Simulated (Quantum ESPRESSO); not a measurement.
# GaN (F-43m): from strain to phonon shift

How far does biaxial strain in the (001) plane shift the zone-centre optical mode of GaN (F-43m)?

Program: Quantum ESPRESSO 7.5. Level of theory: DFT LDA, scalar-relativistic, plane waves, JTH PAW pseudopotentials. Results are calculated unless marked as measured.

### Step 1. The relaxed structure

The structure is cubic, space group F-43m (No. 216). The conventional cell has a = 4.455 Å, b = 4.455 Å, c = 4.455 Å, α = 90.00°, β = 90.00°, γ = 90.00°. Nearest to Ga lie 4 N at 1.93 Å. N has 4 Ga at 1.93 Å nearest. Farther neighbours and most contacts between anions are not listed.

Structure file:

```cif
data_structure
_symmetry_space_group_name_H-M 'P 1'
_symmetry_Int_Tables_number 1
_cell_length_a 3.1503
_cell_length_b 3.1503
_cell_length_c 3.1503
_cell_angle_alpha 60.000
_cell_angle_beta 60.000
_cell_angle_gamma 60.000
_cell_volume 22.11
loop_
_atom_site_label
_atom_site_type_symbol
_atom_site_fract_x
_atom_site_fract_y
_atom_site_fract_z
_atom_site_occupancy
Ga1 Ga 0.00000 0.00000 0.00000 1
N2 N 0.75000 0.75000 0.75000 1
```

This is the cell after its relaxation at this level of theory, not the database cell from which that began.

### Step 2. Uniaxial strain

The relaxed cell is stretched along z alone. This keeps all atoms on sites fixed by symmetry and splits the threefold mode into a singlet, polarised along z, and a doublet. The macroscopic field is left out, so these are transverse modes. Cutoff 60 Ry, k mesh 12×12×12.

From the response at ε_zz = 0.01:

Log:

```text
[banners, grids, parts of the stress and lines that vanish by symmetry left out]
Program PHONON v.7.5
     Reading xml data from directory:

[...]
Exchange-correlation= PW
                           (   1   4   0   0   0   0   0)
[...]
kinetic-energy cut-off    =      60.0000  Ry
     charge density cut-off    =     480.0000  Ry
     convergence threshold     =      1.0E-18
[...]
Exchange-correlation= PW
                           (   1   4   0   0   0   0   0)
[...]
q = (   0.0000000   0.0000000   0.0000000 )
      9 Sym.Ops. (with q -> -q+G )
     G cutoff =  435.2472  (  26701 G-vectors)     FFT grid: ( 45, 45, 45)
     G cutoff =  217.6236  (   9433 G-vectors)  smooth grid: ( 30, 30, 30)
     number of k points=   163
[...]
Mode symmetry, D_2d (-42m) point group:
[...]
Representation #   1 mode #   1
[...]
End of self-consistent calculation
     Convergence has been achieved
     Representation #   2 mode #   2
[...]
End of self-consistent calculation
     Convergence has been achieved
     Representation #   3 modes #   3   4
[...]
End of self-consistent calculation
     Convergence has been achieved
     Representation #   4 modes #   5   6
[...]
End of self-consistent calculation
     Convergence has been achieved
[...]
q = (    0.000000000   0.000000000   0.000000000 )
[...]
freq (    1) =       0.078571 [THz] =       2.620849 [cm-1]
     freq (    2) =       0.084166 [THz] =       2.807480 [cm-1]
     freq (    3) =       0.084166 [THz] =       2.807480 [cm-1]
     freq (    4) =      16.311382 [THz] =     544.089137 [cm-1]
     freq (    5) =      16.311382 [THz] =     544.089137 [cm-1]
     freq (    6) =      16.404165 [THz] =     547.184036 [cm-1]
[...]
Mode symmetry, D_2d (-42m) point group:
     freq (   1-   1) =          2.6  [cm-1]   --> B_2  X_3  W_2   I+R
     freq (   2-   3) =          2.8  [cm-1]   --> E    X_5  W_3   I+R
     freq (   4-   5) =        544.1  [cm-1]   --> E    X_5  W_3   I+R
     freq (   6-   6) =        547.2  [cm-1]   --> B_2  X_3  W_2   I+R

   JOB DONE.
```

```tsv
ε_zz	singlet (cm⁻¹)	doublet (cm⁻¹)	σ_zz (GPa)	σ_xx (GPa)
-0.01	559.27	562.82	-3.197	-1.931
-0.005	556.36	558.08	-1.729	-1.087
0	553.37	553.37	-0.272	-0.272
0.005	550.31	548.71	1.172	0.513
0.01	547.18	544.09	2.604	1.270
```

Stress is counted positive in tension.

### Step 3. The fit

To first order ω² − ω₀² = p ε_zz + q (ε_xx + ε_yy) for the mode along z, and likewise for x and y. With ε_zz alone the singlet gives p and the doublet q.

The linear terms of parabolas through ω² are p = -2.18 ω₀² and q = -3.39 ω₀², with ω₀ = 553.4 cm⁻¹. Those of the stresses are C11 = 290 GPa and C12 = 160 GPa. Under hydrostatic strain p and q imply γ = −(p + 2q)/(6 ω₀²) = 1.49.

A layer held to an in-plane strain ε and free along z takes ε_zz = −2 (C12/C11) ε = -1.103 ε. To first order the singlet then shifts by (q − p C12/C11) ε / ω₀ = -1206 ε cm⁻¹. For ε = 0.006, ε_zz = -0.00662, the formulas for ω² predict 546.08 cm⁻¹ for the singlet and 550.32 cm⁻¹ for the doublet.

### Step 4. A biaxially strained cell

This run was no part of the fit.

Log:

```text
[banners, grids, parts of the stress and lines that vanish by symmetry left out]
[banner, memory and clock lines left out]
Program PHONON v.7.5

[...]
Exchange-correlation= PW
                           (   1   4   0   0   0   0   0)
[...]
kinetic-energy cut-off    =      60.0000  Ry
     charge density cut-off    =     480.0000  Ry
     convergence threshold     =      1.0E-18
[...]
Exchange-correlation= PW
                           (   1   4   0   0   0   0   0)
[...]
q = (   0.0000000   0.0000000   0.0000000 )
      9 Sym.Ops. (with q -> -q+G )
     G cutoff =  430.6665  (  26549 G-vectors)     FFT grid: ( 45, 45, 45)
     G cutoff =  215.3333  (   9425 G-vectors)  smooth grid: ( 30, 30, 30)
     number of k points=   163
[...]
Mode symmetry, D_2d (-42m) point group:
[...]
Representation #   1 mode #   1
[...]
End of self-consistent calculation
     Convergence has been achieved
     Representation #   2 mode #   2
[...]
End of self-consistent calculation
     Convergence has been achieved
     Representation #   3 modes #   3   4
[...]
End of self-consistent calculation
     Convergence has been achieved
     Representation #   4 modes #   5   6
[...]
End of self-consistent calculation
     Convergence has been achieved
[...]
q = (    0.000000000   0.000000000   0.000000000 )
[...]
freq (    1) =       0.035147 [THz] =       1.172380 [cm-1]
     freq (    2) =       0.045965 [THz] =       1.533231 [cm-1]
     freq (    3) =       0.045965 [THz] =       1.533231 [cm-1]
     freq (    4) =      16.373863 [THz] =     546.173285 [cm-1]
     freq (    5) =      16.494943 [THz] =     550.212062 [cm-1]
     freq (    6) =      16.494943 [THz] =     550.212062 [cm-1]
[...]
Mode symmetry, D_2d (-42m) point group:
     freq (   1-   1) =          1.2  [cm-1]   --> B_2  X_3  W_2   I+R
     freq (   2-   3) =          1.5  [cm-1]   --> E    X_5  W_3   I+R
     freq (   4-   4) =        546.2  [cm-1]   --> B_2  X_3  W_2   I+R
     freq (   5-   6) =        550.2  [cm-1]   --> E    X_5  W_3   I+R
```

```tsv
mode	predicted (cm⁻¹)	run (cm⁻¹)
singlet	546.08	546.17
doublet	550.32	550.21
```

The stress along z is -0.257 GPa and that in the plane 1.344 GPa; the unstrained cell carries -0.272 GPa.

### Step 5. Outcome

```
p (in units of the squared frequency)           : -2.185
q (same units)                                  : -3.386
shift of the singlet per unit of biaxial strain : -1206 cm⁻¹
C11 and C12                                     : 290 and 160 GPa
```

To first order, one per cent of tensile biaxial strain moves the singlet of GaN (F-43m) by -12.1 cm⁻¹ and the doublet by -5.1 cm⁻¹; the formulas miss the test run by up to 0.11 cm⁻¹. In backscattering from (001) the mode polarised along z is the one seen in diamond and zinc-blende crystals; in a polar crystal it is the LO mode, whose potentials differ somewhat from these. The third potential, r, needs shear strain and a relaxation of the atoms, which was not run. These are harmonic values at zero temperature.

[Host names and launcher messages were left out of these logs when they were recorded.]

[Logs are printed without paths, hosts, clocks, repeated set-up lines and the standing remarks that a program may print on its own settings, such as how far it seeks lower states.]

[Hosts, paths, dates, database ids (printed as entryN), source tags and the programs' standing remarks are cut or masked in the printed files.]
